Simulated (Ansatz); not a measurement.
Planning a GW calculation on Al2InN3 (Cmc2_1).

```xyz
12
Lattice="4.8800 -2.8055 0.0000 4.8800 2.8055 0.0000 0.0000 0.0000 5.1995" Properties=species:S:1:pos:R:3 pbc="T T T"
Al    1.6760    0.9156    5.1559
Al    8.0840    0.9156    5.1559
Al    8.0840   -0.9156    2.5562
Al    1.6760   -0.9156    2.5562
In    4.8800    0.9992    5.1287
In    4.8800   -0.9992    2.5289
N     1.8084    0.8321    1.8500
N     7.9517    0.8321    1.8500
N     7.9517   -0.8321    4.4497
N     1.8084   -0.8321    4.4497
N     4.8800    1.1329    2.1149
N     4.8800   -1.1329    4.7147
```

The cell and positions are those that the Materials Project relaxed with its own functionals (PBE, PBE+U or r2SCAN), kept fixed.

Runs so far (Ansatz 0.2.0, start PBE, PAW set soft_1 files, 6×6×4 mesh). Times are wall times on 1 × NVIDIA H100 80GB HBM3 (shared by 6 runs) with 2 threads of AMD EPYC 7R13 (Zen 3), shared host, good to a factor of about two.

| bands summed | cutoff (eV) | gap on the mesh (eV) | time |
| --- | --- | --- | --- |
| 162 | 54 | 3.226 | 98 s |
| 396 | 108 | 3.443 | 2.5 min |

**Question.** What should the next rung give, with 814 bands and screening to 180 eV, and where is the limit?

The error falls about as one over the bands when the cutoff rises with them. A line through the two highest rungs given predicts 3.520 eV; the run gave 3.519 eV, close to it. The two highest rungs put the limit near 3.592 eV, the pair below near 3.593 eV; their difference is a rough measure of what is unsettled in bands and cutoff; the mesh is a separate error.

Gaps are over the mesh's points; an edge off the mesh would be missed. Limits: not at the basis limit; no spin-orbit coupling.

[Paths, hosts, dates, memory and timing lines, banners, echoed tables and standing remarks are left out of the program output.]

[Logs are printed without paths, hosts, clocks, repeated set-up lines and the standing remarks that a program may print on its own settings, such as how far it seeks lower states.]

[Runs of the session that timed out or met a known fault of the program may be left out.]

[Cells called generated may have been cut or substituted from an entry of the Crystallography Open Database or the Materials Project.]

[Hosts, paths, dates, database ids (printed as entryN), source tags and the programs' standing remarks are cut or masked in the printed files.]
